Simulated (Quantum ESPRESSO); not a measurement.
# AlFe3C: parallel and opposed starts

Aim: find out which collinear order of AlFe3C costs least.

Main program and level: Quantum ESPRESSO 7.5; LDA; plane waves with GBRV 1.5 LDA potentials, no spin-orbit coupling.

## (1) Starting point

It takes space group Pm-3m (No. 221, cubic). The conventional cell has a = 3.790 Å, b = 3.790 Å, c = 3.790 Å, α = 90.00°, β = 90.00°, γ = 90.00°. Nearest to Al lie 12 Fe at 2.68 Å. Nearest to Fe lie 2 C at 1.89 Å and 4 Al at 2.68 Å and 8 Fe at 2.68 Å. C has 6 Fe at 1.89 Å nearest. Farther neighbours are not listed.

As a file:

```cif
data_structure
_symmetry_space_group_name_H-M 'Pm-3m'
_symmetry_Int_Tables_number 221
_cell_length_a 3.7898
_cell_length_b 3.7898
_cell_length_c 3.7898
_cell_angle_alpha 90.000
_cell_angle_beta 90.000
_cell_angle_gamma 90.000
_cell_volume 54.43
loop_
_atom_site_label
_atom_site_type_symbol
_atom_site_symmetry_multiplicity
_atom_site_Wyckoff_symbol
_atom_site_fract_x
_atom_site_fract_y
_atom_site_fract_z
_atom_site_occupancy
Al1 Al 1 a 0.00000 0.00000 0.00000 1
Fe1 Fe 3 c 0.00000 0.50000 0.50000 1
C1 C 1 b 0.50000 0.50000 0.50000 1
```

The cell comes from Materials Project 2023-11-01, a database of computed structures, and need not be the stable phase.

## (2) Run 1 (ferro +++)

The signs are those of the starting moments on the seeded atoms, the atoms that are given a moment.

ASE passes magmoms on as starting_magnetization. pw.x reads values of 1 or more as Bohr magnetons; where all are smaller, it reads them as fractions of the valence charge.

The input, pw.py:

```python
from ase import Atoms
from ase.calculators.espresso import Espresso, EspressoProfile

atoms = Atoms(['Al', 'Fe', 'Fe', 'Fe', 'C'],
    cell=[[3.78977536, 0.0, 0.0],
         [0.0, 3.78977536, 0.0],
         [0.0, 0.0, 3.78977536]],
    scaled_positions=[[0.0, 0.0, 0.0],
         [0.0, 0.5, 0.5],
         [0.5, 0.5, 0.0],
         [0.5, 0.0, 0.5],
         [0.5, 0.5, 0.5]],
    pbc=True,
    magmoms=[0.0, 2.8, 2.8, 2.8, 0.0])
input_data = {
    'control': {'calculation': 'scf', 'prefix': 'pwscf', 'outdir': './tmp', 'disk_io': 'nowf'},
    'system': {'ecutwfc': 40.0, 'ecutrho': 280.0, 'nbnd': 41, 'occupations': 'smearing', 'smearing': 'fd', 'degauss': 0.00734986, 'nspin': 2},
    'electrons': {'conv_thr': 1e-08, 'electron_maxstep': 150, 'mixing_beta': 0.3},
}
atoms.calc = Espresso(
    profile=EspressoProfile(command='mpirun -n 2 pw.x -nk 2', pseudo_dir='pseudo'),
    pseudopotentials={'C': 'c_lda_v1.2.uspp.F.UPF', 'Al': 'al_lda_v1.uspp.F.UPF', 'Fe': 'fe_lda_v1.5.uspp.F.UPF'},
    input_data=input_data,
    kpts=(8, 8, 8),
    koffset=(0, 0, 0))
atoms.get_potential_energy()
energy = atoms.calc.results['free_energy']
print(f'free energy: {energy:.6f} eV')
print('site moments (muB):', atoms.get_magnetic_moments().round(3))
```

On the command line:

```
$ OMP_NUM_THREADS=1 python3 pw.py > pw.log
```

Output:

```text
free energy: -10465.323631 eV
site moments (muB): [-0.066  0.903  0.903  0.903 -0.085]

--- espresso.pwo ---
Program PWSCF v.7.5 starts

Warning: card &CELL ignored
Warning: card &FCP ignored
Warning: card &RISM ignored

     Message from routine setup:
     using ibrav=0 with symmetry is DISCOURAGED, use correct ibrav instead

     K-points division:     npool     =       2
     Subspace diagonalization in iterative solution of the eigenvalue problem:

     G-vector sticks info
     --------------------
     sticks:   dense  smooth     PW     G-vecs:    dense   smooth      PW
     Sum        1137     657    213                28991    12533    2205

     Using Slab Decomposition

     bravais-lattice index     =            0
     lattice parameter (alat)  =       7.1616  a.u.
     unit-cell volume          =     367.3136 (a.u.)^3
     number of atoms/cell      =            5
     number of atomic types    =            3
     number of electrons       =        55.00
     number of Kohn-Sham states=           41
     kinetic-energy cutoff     =      40.0000  Ry
     charge density cutoff     =     280.0000  Ry
     scf convergence threshold =      1.0E-08
     mixing beta               =       0.3000
     number of iterations used =            8  plain     mixing
     Exchange-correlation= SLA  PZ   NOGX NOGC
                           (   1   1   0   0   0   0   0)

     celldm(1)=   7.161638  celldm(2)=   0.000000  celldm(3)=   0.000000
     celldm(4)=   0.000000  celldm(5)=   0.000000  celldm(6)=   0.000000

     crystal axes: (cart. coord. in units of alat)
               a(1) = (   1.000000   0.000000   0.000000 )
               a(2) = (   0.000000   1.000000   0.000000 )
               a(3) = (   0.000000   0.000000   1.000000 )

     reciprocal axes: (cart. coord. in units 2 pi/alat)
               b(1) = (  1.000000  0.000000  0.000000 )
               b(2) = (  0.000000  1.000000  0.000000 )
               b(3) = (  0.000000  0.000000  1.000000 )

     PseudoPot. # 1 for Al read from file:
     al_lda_v1.uspp.F.UPF
     Pseudo is Ultrasoft + core correction, Zval =  3.0
     Generated by new atomic code, or converted to UPF format
     Using radial grid of  893 points,  3 beta functions with:
                l(1) =   0
                l(2) =   1
                l(3) =   2
     Q(r) pseudized with  8 coefficients,  rinner =    0.900   0.900   0.900
                                                       0.900   0.900

     PseudoPot. # 2 for Fe read from file:
     fe_lda_v1.5.uspp.F.UPF
     Pseudo is Ultrasoft + core correction, Zval = 16.0
     Generated by new atomic code, or converted to UPF format
     Using radial grid of  861 points,  6 beta functions with:
                l(1) =   0
                l(2) =   0
                l(3) =   1
                l(4) =   1
                l(5) =   2
                l(6) =   2
     Q(r) pseudized with  8 coefficients,  rinner =    1.000   1.000   1.000
                                                       1.000   1.000

     PseudoPot. # 3 for C  read from file:
     c_lda_v1.2.uspp.F.UPF
     Pseudo is Ultrasoft + core correction, Zval =  4.0
     Generated by new atomic code, or converted to UPF format
     Using radial grid of  721 points,  4 beta functions with:
                l(1) =   0
                l(2) =   0
                l(3) =   1
                l(4) =   1
     Q(r) pseudized with  8 coefficients,  rinner =    1.100   1.100   1.100

     atomic species   valence    mass     pseudopotential
     Al                3.00    26.98154     Al( 1.00)
     Fe               16.00    55.84500     Fe( 1.00)
     C                 4.00    12.01100     C ( 1.00)

     Starting magnetic structure
     atomic species   magnetization
     Al              0.000
     Fe              0.175
     C               0.000

     48 Sym. Ops., with inversion, found

   Cartesian axes

     site n.     atom                  positions (alat units)
         1        Al     tau(   1) = (   0.0000000   0.0000000   0.0000000  )
         2        Fe     tau(   2) = (   0.0000000   0.5000000   0.5000000  )
         3        Fe     tau(   3) = (   0.5000000   0.5000000   0.0000000  )
         4        Fe     tau(   4) = (   0.5000000   0.0000000   0.5000000  )
         5        C      tau(   5) = (   0.5000000   0.5000000   0.5000000  )

     number of k points=    35  Fermi-Dirac smearing, width (Ry)=  0.0073
                       cart. coord. in units 2pi/alat
        k(    1) = (   0.0000000   0.0000000   0.0000000), wk =   0.0019531
        k(    2) = (   0.0000000   0.0000000   0.1250000), wk =   0.0117188
        k(    3) = (   0.0000000   0.0000000   0.2500000), wk =   0.0117188
        k(    4) = (   0.0000000   0.0000000   0.3750000), wk =   0.0117188
        k(    5) = (   0.0000000   0.0000000  -0.5000000), wk =   0.0058594
        [... 30 further k-points ...]

     Dense  grid:    28991 G-vectors     FFT dimensions: (  40,  40,  40)

     Smooth grid:    12533 G-vectors     FFT dimensions: (  30,  30,  30)

     Check: negative core charge=   -0.000043
     Generating pointlists ...
     new r_m :   0.2917 (alat units)  2.0889 (a.u.) for type    1
     new r_m :   0.2063 (alat units)  1.4771 (a.u.) for type    2
     new r_m :   0.2063 (alat units)  1.4771 (a.u.) for type    3

     Initial potential from superposition of free atoms

     starting charge      51.9978, renormalised to      55.0000
     Starting wfcs are   47 randomized atomic wfcs

     Self-consistent Calculation

     iteration #  1     ecut=    40.00 Ry     beta= 0.30
     Davidson diagonalization with overlap
     ethr =  1.00E-02,  avg # of iterations =  3.8

     total energy              =    -766.57870627 Ry
     estimated scf accuracy    <       9.04514863 Ry

     total magnetization       =     4.53 Bohr mag/cell
     absolute magnetization    =     4.98 Bohr mag/cell

     iteration #  2     ecut=    40.00 Ry     beta= 0.30
     Davidson diagonalization with overlap
     ethr =  1.00E-02,  avg # of iterations =  2.2

     total energy              =    -768.64543814 Ry
     estimated scf accuracy    <       3.83674548 Ry

     total magnetization       =     3.81 Bohr mag/cell
     absolute magnetization    =     4.61 Bohr mag/cell

     iteration #  3     ecut=    40.00 Ry     beta= 0.30
     Davidson diagonalization with overlap
     ethr =  6.98E-03,  avg # of iterations =  1.1

     total energy              =    -769.15377463 Ry
     estimated scf accuracy    <       0.07330506 Ry

     total magnetization       =     4.87 Bohr mag/cell
     absolute magnetization    =     5.52 Bohr mag/cell

     [... further iterations left out ...]

     iteration # 14     ecut=    40.00 Ry     beta= 0.30
     Davidson diagonalization with overlap
     ethr =  4.42E-09,  avg # of iterations =  2.0

     total energy              =    -769.18716642 Ry
     estimated scf accuracy    <       0.00000172 Ry

     total magnetization       =     2.74 Bohr mag/cell
     absolute magnetization    =     3.23 Bohr mag/cell

     iteration # 15     ecut=    40.00 Ry     beta= 0.30
     Davidson diagonalization with overlap
     ethr =  3.12E-09,  avg # of iterations =  1.5

     total energy              =    -769.18716671 Ry
     estimated scf accuracy    <       0.00000061 Ry

     total magnetization       =     2.74 Bohr mag/cell
     absolute magnetization    =     3.22 Bohr mag/cell

     iteration # 16     ecut=    40.00 Ry     beta= 0.30
     Davidson diagonalization with overlap
     ethr =  1.10E-09,  avg # of iterations =  2.0

     total energy              =    -769.18716679 Ry
     estimated scf accuracy    <       0.00000001 Ry

     total magnetization       =     2.74 Bohr mag/cell
     absolute magnetization    =     3.22 Bohr mag/cell

     iteration # 17     ecut=    40.00 Ry     beta= 0.30
     Davidson diagonalization with overlap
     ethr =  1.86E-11,  avg # of iterations =  2.6

     Magnetic moment per site  (integrated on atomic sphere of radius R)
     atom   1 (R=0.292)  charge=  1.4457  magn= -0.0660
     atom   2 (R=0.206)  charge= 13.0086  magn=  0.9026
     atom   3 (R=0.206)  charge= 13.0086  magn=  0.9026
     atom   4 (R=0.206)  charge= 13.0086  magn=  0.9026
     atom   5 (R=0.206)  charge=  2.9382  magn= -0.0853

     End of self-consistent calculation

     [... lines left out ...]
     the Fermi energy is    14.8445 ev

!    total energy              =    -769.18716683 Ry
     estimated scf accuracy    <          1.1E-09 Ry
     smearing contrib. (-TS)   =      -0.01326877 Ry
     internal energy E=F+TS    =    -769.17389806 Ry

     The total energy is F=E-TS. E is the sum of the following terms:
     one-electron contribution =    -465.14897563 Ry
     hartree contribution      =     260.64114411 Ry
     xc contribution           =     -94.30148286 Ry
     ewald contribution        =    -470.36458368 Ry

     total magnetization       =     2.73 Bohr mag/cell
     absolute magnetization    =     3.22 Bohr mag/cell

     convergence has been achieved in  17 iterations

=------------------------------------------------------------------------------=
   JOB DONE.
=------------------------------------------------------------------------------=
```

It took 47 s on 2 MPI ranks of Intel Xeon Platinum 8488C (Sapphire Rapids), shared host; peak memory 0.4 GiB; 93 s of CPU time.

Spin moment in the atom's sphere by atom:

| atom | spin moment in the atom's sphere (μB) |
| --- | --- |
| Al1 | -0.066 |
| Fe2 | 0.903 |
| Fe3 | 0.903 |
| Fe4 | 0.903 |
| C5 | -0.085 |

Read from the output:

```yaml
smearing_term_ts: 0.1805 eV
magnetization: 2.734 μB
absolute_magnetization: 3.216 μB
final_state: ferromagnetic
```

(Continued in part 2 of 2.)

[Logs and program files are shortened in this print: banners, set-up blocks, solver, clock and traceback lines can be left out without a mark of their own.]

[Logs are printed without paths, hosts, clocks, repeated set-up lines and the standing remarks that a program may print on its own settings, such as how far it seeks lower states.]

[Hosts, paths, dates, database ids (printed as entryN), source tags and the programs' standing remarks are cut or masked in the printed files.]

[Where a cell is said to come from a database of computed structures, the database is the Materials Project.]
